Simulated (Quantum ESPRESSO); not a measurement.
Consider Sc3InB (Pm-3m).

```
In Sc B
1.0
     4.56000    0.00000    0.00000
     0.00000    4.56000    0.00000
     0.00000    0.00000    4.56000
In Sc B
1 3 1
Direct
  0.00000 0.00000 0.00000
  0.50000 0.50000 0.00000
  0.50000 0.00000 0.50000
  0.00000 0.50000 0.50000
  0.50000 0.50000 0.50000
```

Absorber: atom 1, with 12 Sc at 3.22 Å (cuboctahedral, site symmetry m-3m). Method: Quantum ESPRESSO XSpectra, PBEsol, excited-electron core hole (neutral cell), 10-atom cell with 6.4 Å between holes, 5×5×5 k points, dipole transitions, Lorentzian half width 3.96 eV (not a setting of the program: the run's 0.4 eV curve was folded afterwards with a further Lorentzian).

What does the In K edge look like?

Main maxima up to 30 eV above the zero (height): 10.5 eV (1.21) and 25.8 eV (1.13). A K edge sees empty p states on the absorber. 

The In K spectrum (energy from the energy zero of the input (xe0, at the border of filled and empty states); intensity scaled to a mean of 1 over the first 20 eV; folded afterwards to Lorentzian half width 3.96 eV; the points at xe0, where the cut of filled states can leave a spike, are interpolated):

```csv
E (eV),intensity
-2.0,0.31
-1.4,0.34
-0.8,0.38
-0.2,0.43
0.4,0.48
1.0,0.54
1.6,0.60
2.2,0.68
2.8,0.75
3.4,0.83
4.0,0.90
4.6,0.97
5.2,1.03
5.8,1.08
6.4,1.12
7.0,1.15
7.6,1.17
8.2,1.19
8.8,1.20
9.4,1.20
10.0,1.21
10.6,1.21
11.2,1.21
11.8,1.20
12.4,1.18
13.0,1.16
13.6,1.13
14.2,1.10
14.8,1.06
15.4,1.03
16.0,1.00
16.6,0.98
17.2,0.96
17.8,0.95
18.4,0.95
19.0,0.95
19.6,0.96
20.2,0.97
20.8,0.99
21.4,1.01
22.0,1.04
22.6,1.06
23.2,1.08
23.8,1.10
24.4,1.12
25.0,1.12
25.6,1.13
26.2,1.13
26.8,1.12
27.4,1.11
28.0,1.10
28.6,1.08
29.2,1.07
29.8,1.05
30.4,1.03
31.0,1.02
31.6,1.00
```

The holes are only 6.4 Å apart, so the shape is probably not converged with cell size; no larger cell was run here. The structure is a published determination, not relaxed.

[Banner, clock and machine lines of the logs are left out without a mark of their own.]

[Logs are printed without paths, hosts, clocks, repeated set-up lines and the standing remarks that a program may print on its own settings, such as how far it seeks lower states.]

[Hosts, paths, dates, database ids (printed as entryN), source tags and the programs' standing remarks are cut or masked in the printed files.]

[Lists of maxima count a maximum above −3 eV only where it reaches 4 % of the highest in the window and stands out from its surroundings by 2 % of it (1.5 % where it reaches 55 %); shoulders and weaker maxima are passed over, and of the rest the first, up to two pre-edge ones and the few strongest are named.]
